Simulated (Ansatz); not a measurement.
# From PBE to G0W0: TiO2 (Rutile)

Aim: the quasiparticle gap of TiO2 (Rutile), starting from PBE.

Method: PBE, then G0W0 on it, plane waves, PAW, in Ansatz 0.2.0.

**Experimental background.**

- Gap 3.09 ± 0.06 eV: optical gap from Tauc plot assuming indirect allowed transition; UV/vis diffuse reflectance, Kubelka-Munk and Tauc analysis; film (30 nm ALD shell on quartz particles, grown at 200 C, annealed in air at 500 C; rutile-rich with some anatase) on SiO2 (quartz particles) (“Defect-Mediated Crystallization of the Particulate TiO2 Photocatalyst Grown by Atomic Layer Deposition”, 2024, pmc:11726664).

- Gap 3.05 eV: band gap; bulk crystal (literature experimental value) (quoted in “Hydrogen related defects in titanium dioxide at the interface to palladium”, 2021, arxiv:2112.05953).

- Gap 3.28 eV: optical bandgap after anatase to rutile transformation; spectroscopic ellipsometry; film (polycrystalline sol-gel film on Si(100), annealed at high temperature below 800 °C) (“Photocatalytic Performance of Sol-Gel Prepared TiO2 Thin Films Annealed at Various Temperatures”, 2023, pmc:10419699).

- Gap 3.03 eV: experimental band gap, quoted; bulk crystal (quoted in “Polaron-induced phonon localization and stiffening in rutile TiO2”, 2016, arxiv:1612.05679).

### Step 1. The structure

Symmetry: P4_2/mnm, No. 136, tetragonal system. Conventional cell: a = 4.592 Å, b = 4.592 Å, c = 2.957 Å, α = 90.00°, β = 90.00°, γ = 90.00°. Nearest to Ti lie 6 O at 1.95 to 1.98 Å. O has 3 Ti at 1.95 to 1.98 Å nearest. Farther neighbours and most contacts between anions are not listed.

As a file:

```cif
data_structure
_symmetry_space_group_name_H-M 'P4_2/mnm'
_symmetry_Int_Tables_number 136
_cell_length_a 4.5922
_cell_length_b 4.5922
_cell_length_c 2.9574
_cell_angle_alpha 90.000
_cell_angle_beta 90.000
_cell_angle_gamma 90.000
_cell_volume 62.37
loop_
_atom_site_label
_atom_site_type_symbol
_atom_site_symmetry_multiplicity
_atom_site_Wyckoff_symbol
_atom_site_fract_x
_atom_site_fract_y
_atom_site_fract_z
_atom_site_occupancy
Ti1 Ti 2 a 0.00000 0.00000 0.00000 1
O1 O 4 f 0.30496 0.30496 0.00000 1
```

The cell and positions come from the Crystallography Open Database and are kept as given unless a step says otherwise. The default PAW set here is soft_2. Its files were made with PBE.

### Step 2. The PBE band structure

Levels along a band path and on the mesh show where this functional puts the band edges.

This step: DFT, PBE, plane waves, PAW.

Input file input.yaml:

```yaml
crystal:
  lattice:
    - [4.5922, 0.0, 0.0]
    - [0.0, 4.5922, 0.0]
    - [0.0, 0.0, 2.9574]
  atoms:
    - { symbol: Ti, position: [0.0, 0.0, 0.0] }
    - { symbol: Ti, position: [0.5, 0.5, 0.5] }
    - { symbol: O, position: [0.30496, 0.30496, 0.0] }
    - { symbol: O, position: [0.19504, 0.80496, 0.5] }
    - { symbol: O, position: [0.69504, 0.69504, 0.0] }
    - { symbol: O, position: [0.80496, 0.19504, 0.5] }
kpoints:
  mp_grid: { grid: [6, 6, 8] }
  band_path:
    path:
      - [[0.0, 0.0, 0.0], [0.0, 0.5, 0.0], [0.5, 0.5, 0.0], [0.0, 0.0, 0.0], [0.0, 0.0, 0.5], [0.0, 0.5, 0.5], [0.5, 0.5, 0.5], [0.0, 0.0, 0.5]]
      - [[0.0, 0.5, 0.0], [0.0, 0.5, 0.5]]
      - [[0.5, 0.5, 0.0], [0.5, 0.5, 0.5]]
    npoints: 10
hamiltonian:
  xc: pbe
scf:
  occupations: { method: fermi_dirac, width: 0.02 }
  n_extra_bands: 6
output:
  eigenvalues: true
  write_density: true
  write_potential: true
  elf: true
  volumetric_format: npy
```

Started as:

```
$ ansatz run input.yaml --threads 4 --pin off --max-ram 138240MiB --backend cuda --events-out ev --progress --plain --runs-dir out --devices 1 --max-vram 26GiB
```

Numbers of over 12 decimals in the logs are rounded to 6 here.

The program printed:

```text
scf.n_extra_bands = 6 over 24 filled bands (N_el = 48.0): the run solves 30 bands
GPUs: using 1 of 1 available (devices: 1).
Engine: ansatz 0.2.0, x86_64-unknown-linux-gnu
Pseudopotentials: kind: paw
Pseudopotential: Ti, paw, valence charge 12, recommended cutoff 420 eV (normal), Ti.paw.azcp
Pseudopotential: O, paw, valence charge 6, recommended cutoff 420 eV (normal), O.paw.azcp
Functional definition: PBE
  parameter kappa = 0.804
  parameter beta = 0.066725
  exchange = pbe_x(kappa = kappa, mu = beta*pi^2/3)
  correlation = pbe_c(beta = beta)
device memory: the entry about to start is reckoned to put 1.9 GiB on a device that reports 75.9 GiB free (of which the cap on the GPU budget leaves the run 26.0 GiB)
GPU FFT provider: cuFFT
GPU libraries: cuBLAS 13.8.2, cuFFT 12.4.0, cuSOLVER 12.3.4
Crystal: 6 atoms, lattice volume = 62.367 Å³
Basis set: ecut = 420 eV, 1217 PW (Γ)
Bands: 30, of which v1, the nominal top of the filled ones, is band 24 counted from 1 (23 counted from 0)
Symmetry: 16 space group operations
Space group: P42/mnm (ITA 136), of the structure as read, at distance tolerance 4.0e-5 Å
k-points: 50 of 288
Non-local potential: Ti, projectors of the file, l = 0: 3, l = 1: 2, l = 2: 3, l = 3: 1
Non-local potential: O, projectors of the file, l = 0: 2, l = 1: 2, l = 2: 1
PAW form: soft (Blöchl's): semilocal exchange-correlation on the pseudo side does not see the compensation charge
PAW one-centre angular grid: Ti, 590 points (default); XC on 64 Gauss nodes
PAW one-centre angular grid: O, 110 points (default); XC on 64 Gauss nodes
Initial density: superposition of atomic densities (neutral atoms: chi_scale 0, normalization atom), corrected by the library's trained network
Initial wavefunctions: pseudopotential atomic-orbital guess
GPU buffer pool allocated for 20480 grid points (all kernels)
GPU transforms: local potential and band sums: pruned to the plane-wave sphere, on 32×32×20
Functional: x = pbe(κ = 0.804, μ = 0.219515), c = pbe(β = 0.066725)
SCF iter   1: F=—  HF=-7277.277830 eV  |F-HF|=—  |Δ(HF+E_count)|=         —  Δρ=2.15e-3  dr2=1.76e-3  ethr=1.77e-3  ⟨swp⟩=6.0  Hψ=6171  notcnv=0
preconditioner: auto → Resta (q_TF=auto, 2.612 Å⁻¹)  ε∞=9.0  [insulator: Δε(μ)=1.877 eV  Ē_g=9.431 eV  σ=0.020 eV  W_gap=1.00  n_scr=18 (ndim 8)  ℏωp=26.6 eV  f_vac=0.017  D(μ)=0.00/eV (n_scr^D=0)  ε∞_Penn≈9.0]
SCF iter   2: F=—  HF=-7277.278577 eV  |F-HF|=—  |Δ(HF+E_count)|=   7.48e-4  Δρ=1.29e-3  dr2=5.41e-4  ethr=3.66e-6  ⟨swp⟩=2.5  Hψ=2928  notcnv=0  defer=71
SCF iter   3: F=—  HF=-7277.278947 eV  |F-HF|=—  |Δ(HF+E_count)|=   3.69e-4  Δρ=6.38e-4  dr2=1.48e-4  ethr=1.13e-6  ⟨swp⟩=2.0  Hψ=2250  notcnv=0  defer=71
SCF iter   4: F=—  HF=-7277.279167 eV  |F-HF|=—  |Δ(HF+E_count)|=   2.20e-4  Δρ=1.72e-4  dr2=1.58e-5  ethr=3.08e-7  ⟨swp⟩=2.3  Hψ=2245  notcnv=0  defer=71
SCF iter   5: F=—  HF=-7277.279130 eV  |F-HF|=—  |Δ(HF+E_count)|=   3.70e-5  Δρ=3.35e-5  dr2=7.83e-7  ethr=3.29e-8  ⟨swp⟩=2.0  Hψ=2032  notcnv=0  defer=71
SCF iter   6: F=-7277.279130 eV  HF=-7277.279130 eV  |F-HF|=4.86e-8  |Δ(HF+E_count)|=   2.72e-7  Δρ=9.32e-6  dr2=6.89e-8  ethr=2.08e-10  ⟨swp⟩=4.2  Hψ=4809  notcnv=0
SCF 1 converged in 6 iterations: F = -7277.279130 eV  dr2 = 6.89e-8
  greatest PAW one-centre occupation: 0.999 electrons in one spin orbital (limit 2), on the Ti atom at site 0 (counted from 0), in its partial waves of l = 0
device memory: the entry about to start is reckoned to put 2.4 GiB on a device that reports 73.7 GiB free (of which the cap on the GPU budget leaves the run 26.0 GiB)
NSCF: frozen V_eff on 93 k-points, pencils in batches of 32, up to order 132
SCF converged after 6 iterations
Free energy (F): -7277.279130 eV
Harris-Foulkes:  -7277.279130 eV  (|F-HF|=4.86e-8)
Internal energy: -7277.279130 eV  (E = F + TS)
E sigma→0 (E₀):  -7277.279130 eV
Fermi energy:    10.090016 eV
--- Per-component energies (eV) ---
  E_band       = -390.223304
  E_kinetic    = 1247.544232
  E_local      = -3084.276387  (includes V_loc(G=0)·N_el)
  E_nonlocal   = 196.440722
  E_hartree    = 1175.041882
  E_xc         = -492.947717
  E_vxc        = -624.336594  (∫ρ·V_xc dr)
  E_paw        = -2721.997130  (= ΣΔE_a)
  E_vpaw       = -475.681320  (= ΣTr[D̂ρ^β])
  E_aug_tail   = 0.010093  (compensation charges beyond the density's cutoff)
  E_ewald      = -3597.094824
  E_smearing   = -0.000000  (= −TS)
  E_closure    = 0.000000  (closes the sum)
  Σ components = -7277.279130   (vs F -7277.279130, Δ=0.00e0)
--- Band table (eV; the first three rows and the last of 50) ---
  k-point 0: bands = [... 20 lower, 8.4501, 8.7088, 8.7088, 9.1482, 11.0461, 11.3542, 11.5791, 11.6686, ... 2 higher]
  k-point 1: bands = [... 20 lower, 7.8291, 8.4000, 8.4000, 9.0697, 11.4123, 11.4795, 11.4934, 11.8687, ... 2 higher]
  k-point 2: bands = [... 20 lower, 7.3749, 7.6758, 7.6758, 8.6838, 11.3985, 11.7252, 12.0038, 12.3049, ... 2 higher]
  k-point 49: bands = [... 20 lower, 7.8711, 7.8711, 8.4787, 8.4787, 11.7616, 11.7616, 12.3806, 12.3806, ... 2 higher]
```

It took 3.7 s on 1 × NVIDIA H100 80GB HBM3 (shared by 3 runs) with 4 threads of AMD EPYC 7R13 (Zen 3), shared host; peak memory 0.95 GiB; 3.4 s of CPU time.

In the SCF lines HF is the Harris–Foulkes energy and dr2 the Hartree energy of the density residual, in eV; the loop may stop once dr2 is under the threshold and the program's other checks hold. Hψ counts applications of the Hamiltonian.

This step gave:

- filled bands: 24
- gap: 1.898 eV
- valence top at: Γ
- conduction bottom at: Γ
- least direct gap: 1.898 eV

Over mesh and path the gap is 1.898 eV, direct, at k = Γ.

Electronic bands along the path, in eV, zero at the top of the highest nominally filled band:

```csv
point,band 21,band 22,band 23,band 24,band 25,band 26,band 27,band 28
Γ,-0.70,-0.44,-0.44,0.00,1.90,2.21,2.43,2.52
halfway,-1.42,-1.06,-0.82,-0.23,2.20,2.53,2.75,2.81
X,-1.64,-1.64,-0.74,-0.74,2.57,2.57,3.04,3.04
halfway,-1.47,-1.47,-1.08,-1.08,2.30,2.30,2.79,2.79
M,-1.30,-1.30,-1.05,-1.05,1.94,1.94,2.54,2.54
halfway,-1.74,-1.13,-1.11,-0.40,1.98,2.53,2.62,3.04
Γ,-0.70,-0.44,-0.44,0.00,1.90,2.21,2.43,2.52
halfway,-1.77,-1.47,-1.47,-0.46,2.25,2.58,2.86,3.16
Z,-2.36,-2.36,-1.42,-1.42,2.99,2.99,3.19,3.19
halfway,-1.78,-1.78,-1.62,-1.62,2.48,2.48,3.20,3.20
R,-2.04,-2.04,-1.03,-1.03,1.93,1.93,3.21,3.21
halfway,-1.52,-1.52,-0.87,-0.87,2.19,2.19,3.22,3.22
A,-1.28,-1.28,-0.67,-0.67,2.61,2.61,3.23,3.23
halfway,-1.84,-1.56,-1.38,-1.18,2.13,2.79,3.20,3.21
Z,-2.36,-2.36,-1.42,-1.42,2.99,2.99,3.19,3.19
jump to X,-1.64,-1.64,-0.74,-0.74,2.57,2.57,3.04,3.04
halfway,-1.97,-1.97,-0.85,-0.85,2.58,2.58,3.22,3.22
R,-2.04,-2.04,-1.03,-1.03,1.93,1.93,3.21,3.21
jump to M,-1.30,-1.30,-1.05,-1.05,1.94,1.94,2.54,2.54
halfway,-1.78,-1.78,-1.35,-1.35,2.71,2.71,2.90,2.90
A,-1.28,-1.28,-0.67,-0.67,2.61,2.61,3.23,3.23
```

Electrostatic potential energy in the ab plane at fractional z = 0.000, with atoms of Ti and O within 0.2 Å of it. With pseudopotentials it is smooth inside the atoms' cores, unlike the true potential.

Ten even steps from '0' (-36 eV) to '9' (15 eV), each cell a mean:
```
11479999998621
23689999988752
56899999733676
88999998300388
99999998300389
99999998633799
99999988888999
99975688999999
99720169999999
99610059999999
78721279999987
34676799999864
12489999998631
11379999998521
```
Columns run along a (4.6 Å; values clipped at the 3rd and 97th percentile), rows up along b (4.6 Å). Atoms in or near the plane, at fractional coordinates: Ti at (0.00, 0.00), O at (0.30, 0.30), O at (0.70, 0.70).

Valence density in the ab plane at fractional z = 0.000, with atoms of Ti and O within 0.2 Å of it. It is the smooth field of the valence electrons, not physical close to the nuclei.

Values in units of 1e0 e/Å³, 14 rows by 14 columns, each cell a mean:
```
8.3 5.4 1.4 0.2 0.1 0.0 0.0 0.1 0.1 0.2 0.3 0.5 2.9 7.0
3.6 2.0 0.5 0.1 0.1 0.1 0.1 0.2 0.4 0.7 0.8 0.7 1.2 2.9
0.5 0.3 0.2 0.1 0.1 0.1 0.1 0.4 1.2 2.8 3.0 1.5 0.7 0.5
0.1 0.1 0.1 0.1 0.1 0.1 0.2 0.7 2.8 6.2 6.4 3.0 0.8 0.3
0.1 0.1 0.1 0.1 0.1 0.1 0.2 0.7 2.7 5.9 6.2 2.8 0.7 0.2
0.0 0.0 0.1 0.1 0.1 0.1 0.2 0.5 1.3 2.7 2.8 1.2 0.4 0.1
0.0 0.1 0.1 0.3 0.4 0.4 0.3 0.3 0.5 0.7 0.7 0.4 0.2 0.1
0.1 0.1 0.4 1.1 1.7 1.3 0.6 0.3 0.2 0.2 0.2 0.1 0.1 0.0
0.1 0.3 1.0 3.6 5.4 3.9 1.3 0.4 0.1 0.1 0.1 0.1 0.1 0.0
0.1 0.4 1.4 4.9 7.1 5.4 1.7 0.4 0.1 0.1 0.1 0.1 0.1 0.1
0.3 0.4 1.1 3.3 4.9 3.6 1.1 0.3 0.1 0.1 0.1 0.1 0.1 0.2
1.9 1.2 0.7 1.1 1.4 1.0 0.4 0.1 0.1 0.1 0.1 0.2 0.5 1.4
6.8 4.3 1.2 0.4 0.4 0.3 0.1 0.1 0.0 0.1 0.1 0.3 2.0 5.4
9.6 6.8 1.9 0.3 0.1 0.1 0.1 0.0 0.0 0.1 0.1 0.5 3.6 8.3
```
Columns run along a (4.6 Å), rows up along b (4.6 Å). Atoms in or near the plane, at fractional coordinates: Ti at (0.00, 0.00), O at (0.30, 0.30), O at (0.70, 0.70).

(Part 1 of 2 ends here.)

[Paths, hosts, dates, memory and timing lines, banners, echoed tables and standing remarks are left out of the program output.]

[Logs are printed without paths, hosts, clocks, repeated set-up lines and the standing remarks that a program may print on its own settings, such as how far it seeks lower states.]

[Runs of the session that timed out or met a known fault of the program may be left out.]

[Cells called generated may have been cut or substituted from an entry of the Crystallography Open Database or the Materials Project.]

[Hosts, paths, dates, database ids (printed as entryN), source tags and the programs' standing remarks are cut or masked in the printed files.]

[Where an RPA ε∞ is given, it is that of the G0W0 mesh and is not shown converged in it. Names of k-points follow the symmetry that the program found, which can be lower than the space group named. Band edges on a path are those of the sampled points; other points can move an edge, and change direct to indirect where valleys lie close.]

[Hybrid gaps are those of their k-mesh and are not shown converged in it.]
